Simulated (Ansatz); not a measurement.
# Decaying states in the gap of ScBrF2, part 3 of 3

Aim: relax a made-up compound, ScBrF2, and see how good a tunnel barrier it would be. It is built by putting Br for part of the F in the ScF3 structure of space group R32, with the volume rescaled by atomic radii. The parent structure comes from the Materials Project.

Ansatz 0.2.0; PBEsol DFT, plane waves, PAW files (the session's first sound run).

So far, gap on the k-mesh (eV): 2.93 in steps 3, 4 and 5.

The structure was built from a prototype and need not be the compound's stable phase.

## 6. Complex bands at another level, cutoff 1142.88 eV

This step: PBEsol DFT, plane waves, norm-conserving files; complex bands by layer matching along the plane's normal (Ansatz 0.2.0).

The complex bands at that level, over its own gap, at (0, 0) and (0, -0.5).

Contents of input.yaml:

```yaml
crystal:
  lattice:
    - [4.007085146, 0.0, 0.0]
    - [-3.734e-06, 4.007085146, 0.0]
    - [-0.000264537, -0.000264537, 5.259857278]
  atoms:
    - { symbol: Sc, position: [0.9999813739, 1.86261e-05, 0.0] }
    - { symbol: F, position: [2.01052e-05, 0.5000081403, 0.9999802805] }
    - { symbol: F, position: [0.4999918597, 0.9999798948, 1.97195e-05] }
    - { symbol: Br, position: [6.6611e-06, 0.9999933389, 0.5] }
kpoints:
  mp_grid: { grid: [6, 6, 4] }
scf:
  occupations: { method: fixed }
hamiltonian:
  xc: pbesol
  pseudopotentials: { kind: nc }
output:
  eigenvalues: true
  transmission:
    leads: [[0, 0]]
    kpoints: [[0.0, 0.0], [0.0, -0.5]]
    e_range: [-1.0, 3.93]
    de: 0.1
```

Started as:

```sh
> ansatz run input.yaml --threads 2 --pin off --max-ram 4096MiB --backend cpu --events-out ev --progress --plain --runs-dir out
```

Numbers of over 12 decimals in the logs are rounded to 6 here.

Log:

```text
[...]
Crystal: 4 atoms, lattice volume = 84.456 Å³
Basis set: ecut = 1142.878222 eV, 7373 PW (Γ)
Bands: 20, of which v1, the nominal top of the filled ones, is band 16 counted from 1 (15 counted from 0)
Symmetry: 2 space group operations
[...]
k-points: 47 of 144 (time reversal used)
[...]
SCF iter   1: F=—  HF=-3090.005317 eV  |F-HF|=—  |Δ(HF+E_count)|=         —  Δρ=1.24e-1  dr2=1.32e1  ethr=3.10e-3  ⟨swp⟩=5.0  Hψ=4463  notcnv=0  defer=82
[...]
SCF iter   9: F=-3087.293802 eV  HF=-3087.293802 eV  |F-HF|=3.97e-8  |Δ(HF+E_count)|=   2.50e-6  Δρ=1.03e-5  dr2=6.41e-8  ethr=3.13e-10  ⟨swp⟩=6.4  Hψ=5346  notcnv=0
SCF 1 converged in 9 iterations: F = -3087.293802 eV  dr2 = 6.41e-8
transmission: 11 of 22 steps passed
transmission: 22 of 22 steps passed
SCF converged after 9 iterations
Free energy (F): -3087.293802 eV
[...]
Internal energy: -3087.293802 eV  (E = F + TS)
E sigma→0 (E₀):  -3087.293802 eV
Fermi energy:    2.358178 eV
[...]
--- Band table (eV; the first three rows and the last of 47) ---
  k-point 0: bands = [... 12 lower, -1.1472, 1.0621, 2.2412, 2.2412, 5.2886, 5.2886, 5.6499, 5.8738]
  k-point 1: bands = [... 12 lower, -1.1469, 0.1320, 2.0446, 2.0446, 5.6531, 5.6985, 5.6985, 6.9476]
  k-point 2: bands = [... 12 lower, -1.1465, -0.7413, 1.8775, 1.8775, 5.6562, 6.1059, 6.1059, 7.3504]
  k-point 46: bands = [... 12 lower, -0.5899, -0.4430, 1.4887, 1.4887, 6.7865, 6.7865, 7.2430, 9.0358]
--- Transmission ---
  basis      : 385 plane waves across, 11 finite elements along
  points     : 2, as listed
[...]
crystal 0  : F2Sc1Br1, at the sites [0, 0], period 5.2599 Å: whole cells are its period
[...]
channels       : 0.000000e0 a spin
[...]
slowest decay  : 0.2494 /Å at (0.0000, 0.0000)
```

It took 2.3 min on 2 threads of Arm Neoverse V2, shared host; peak memory 1.6 GiB; 4.5 min of CPU time.

Numbers from this step:

| Quantity | Value |
| --- | --- |
| free energy | -3087.2938 eV |
| Fermi energy | 2.358 eV |
| gap on the k-mesh | 2.930 eV |
| level to which the leads are filled | 1.465 eV from the Fermi level |
| decay constant at the filling level, zone centre | 0.2494 Å⁻¹ |
| decay constant at the filling level, slowest listed point | 0.2494 Å⁻¹ |

K parallel (0, 0); values up to 1.5 1/Å, a degenerate pair printed once or twice; energies at which all values exceed this have no row. Im kz of the slowest decaying states against energy, zero at the highest filled level on the SCF mesh:

| energy (eV) | decay 1 (Å⁻¹) | decay 2 (Å⁻¹) | decay 3 (Å⁻¹) | decay 4 (Å⁻¹) |
| --- | --- | --- | --- | --- |
| -1.00 | 0.134 | 0.438 | 1.02 | 1.10 |
| -0.80 | 0.167 | 0.355 | 1.01 | 1.10 |
| -0.60 | 0.191 | 0.227 | 1.00 | 1.10 |
| -0.40 | 0.209 | 0.991 | 1.11 | - |
| -0.20 | 0.223 | 0.982 | 1.10 | - |
| 0.00 | 0.185 | 0.234 | 0.972 | 1.10 |
| 0.20 | 0.242 | 0.275 | 0.960 | 1.10 |
| 0.40 | 0.248 | 0.321 | 0.949 | 1.10 |
| 0.60 | 0.252 | 0.349 | 0.936 | 1.10 |
| 0.80 | 0.255 | 0.365 | 0.923 | 1.09 |
| 1.00 | 0.255 | 0.374 | 0.909 | 1.09 |
| 1.20 | 0.254 | 0.375 | 0.893 | 1.08 |
| 1.40 | 0.251 | 0.372 | 0.878 | 1.08 |
| 1.50 | 0.249 | 0.368 | 0.869 | 1.07 |
| 1.70 | 0.244 | 0.357 | 0.852 | 1.07 |
| 1.90 | 0.237 | 0.341 | 0.834 | 1.06 |
| 2.10 | 0.229 | 0.319 | 0.814 | 1.05 |
| 2.30 | 0.218 | 0.289 | 0.794 | 1.04 |
| 2.50 | 0.205 | 0.248 | 0.772 | 1.03 |
| 2.70 | 0.189 | 0.189 | 0.749 | 1.02 |
| 2.90 | 0.0719 | 0.168 | 0.724 | 1.01 |
| 3.10 | 0.142 | 0.698 | 0.926 | 1.00 |
| 3.30 | 0.105 | 0.201 | 0.669 | 0.987 |
| 3.50 | 0.0292 | 0.639 | 0.911 | 0.973 |
| 3.70 | 0.606 | 0.957 | 1.03 | - |
| 3.90 | 0.158 | 0.571 | 0.939 | 1.09 |

K parallel (0, -0.5); values up to 1.5 1/Å, a degenerate pair printed once or twice; energies at which all values exceed this have no row. Table of Im kz of the slowest decaying states by energy, zero at the highest filled level on the SCF mesh:

| energy (eV) | decay 1 (Å⁻¹) | decay 2 (Å⁻¹) | decay 3 (Å⁻¹) | decay 4 (Å⁻¹) |
| --- | --- | --- | --- | --- |
| -1.00 | 0.168 | 0.174 | 0.492 | 1.10 |
| -0.80 | 0.197 | 0.326 | 0.422 | 1.10 |
| -0.50 | 0.226 | 0.261 | 0.443 | 1.09 |
| -0.30 | 0.241 | 0.499 | 1.09 | 1.35 |
| 0.00 | 0.00184 | 0.256 | 0.567 | 1.08 |
| 0.20 | 0.236 | 0.263 | 0.608 | 1.08 |
| 0.50 | 0.270 | 0.324 | 0.668 | 1.07 |
| 0.70 | 0.273 | 0.352 | 0.711 | 1.06 |
| 1.00 | 0.273 | 0.374 | 0.797 | 1.05 |
| 1.20 | 0.272 | 0.379 | 0.925 | 1.04 |
| 1.40 | 0.268 | 0.377 | 0.917 | 1.04 |
| 1.70 | 0.261 | 0.366 | 0.903 | 1.02 |
| 1.90 | 0.254 | 0.351 | 0.892 | 1.01 |
| 2.20 | 0.240 | 0.318 | 0.872 | 0.995 |
| 2.40 | 0.229 | 0.286 | 0.857 | 0.984 |
| 2.70 | 0.207 | 0.214 | 0.685 | 0.965 |
| 2.90 | 0.125 | 0.188 | 0.598 | 0.951 |
| 3.20 | 0.150 | 0.483 | 0.929 | 1.06 |
| 3.40 | 0.114 | 0.401 | 0.913 | 1.07 |
| 3.70 | 0.239 | 0.888 | 1.08 | 1.12 |
| 3.90 | 0.145 | 0.869 | 0.985 | 1.09 |

At the listed wavevectors the last open channel is at -0.10 eV and the next at +3.00 eV on the grid. At +1.50 eV, the grid energy nearest the filling level (the middle of the gap on the SCF mesh), the slowest state at the listed wavevectors decays with κ = 0.249 Å⁻¹, its amplitude falling by e over 4.0 Å; the first such run, plane (001), gave 0.249 Å⁻¹ over as many of its listed wavevectors.

## 7. The same cell, other settings

This step: PBEsol DFT, plane waves, PAW files; complex bands by layer matching along the plane's normal; changed: output.transmission.kpoints = [[0, 0]], output.transmission.kmesh = [4, 4], scf.max_iter = 50 (Ansatz 0.2.0).

This run repeats an earlier one, its twin (the complex run, plane (001)), with three settings changed (output.transmission.kpoints, scf.max_iter, output.transmission.kmesh; files written aside). The setting was drawn as a possible misstep, on purpose. Where the input is shown as a difference, that is against the step before, not the twin.

input.yaml, as its differences from that of step 6:

```diff
@@ -14,5 +14,5 @@
   occupations: { method: fixed }
+  max_iter: 50
 hamiltonian:
   xc: pbesol
-  pseudopotentials: { kind: nc }
 output:
@@ -21,4 +21,5 @@
     leads: [[0, 0]]
-    kpoints: [[0.0, 0.0], [0.0, -0.5]]
+    kpoints: [[0, 0]]
     e_range: [-1.0, 3.93]
     de: 0.1
+    kmesh: [4, 4]
```

Log:

```text
Error: inconsistent input (output.transmission.kmesh, output.transmission.kpoints): both name the wavevectors across the current: give one
```

Wall time 0.11 s (2 threads); peak memory 0.084 GiB.

The program refused the input before any cycle.

The program's message: “Error: inconsistent input (output.transmission.kmesh, output.transmission.kpoints): both name the wavevectors across the current: give one”

The change that led to it: output.transmission.kpoints = [[0, 0]] and output.transmission.kmesh = [4, 4].

## 8. Summary of results

| Item | Value |
| --- | --- |
| band gap | 2.93 eV |
| least decay constant at mid-gap, normal to (001) | 0.249 Å⁻¹ |
| least decay constant, norm-conserving files | 0.249 Å⁻¹ |

With PBEsol, the slowest decay at the wavevectors tried is κ = 0.249 Å⁻¹, normal to (001). Through such a film the transmission near mid-gap falls as exp(−2κd), a factor of ten every 4.6 Å. A free electron under a barrier of half the gap would need a mass of 0.16 mₑ to decay at this rate. With norm-conserving files the gap goes from 2.93 to 2.93 eV and the decay constant, over the first 2 listed wavevectors, from 0.249 to 0.249 Å⁻¹. The compound is made up by substitution; its stability against other phases and against distortions of the cell's symmetry was not tested. A semilocal functional narrows gaps, so real decay constants are likely larger.

[Logs are printed without paths, hosts, clocks, repeated set-up lines and the standing remarks that a program may print on its own settings, such as how far it seeks lower states.]

[Hosts, paths, dates, database ids (printed as entryN), source tags and the programs' standing remarks are cut or masked in the printed files.]
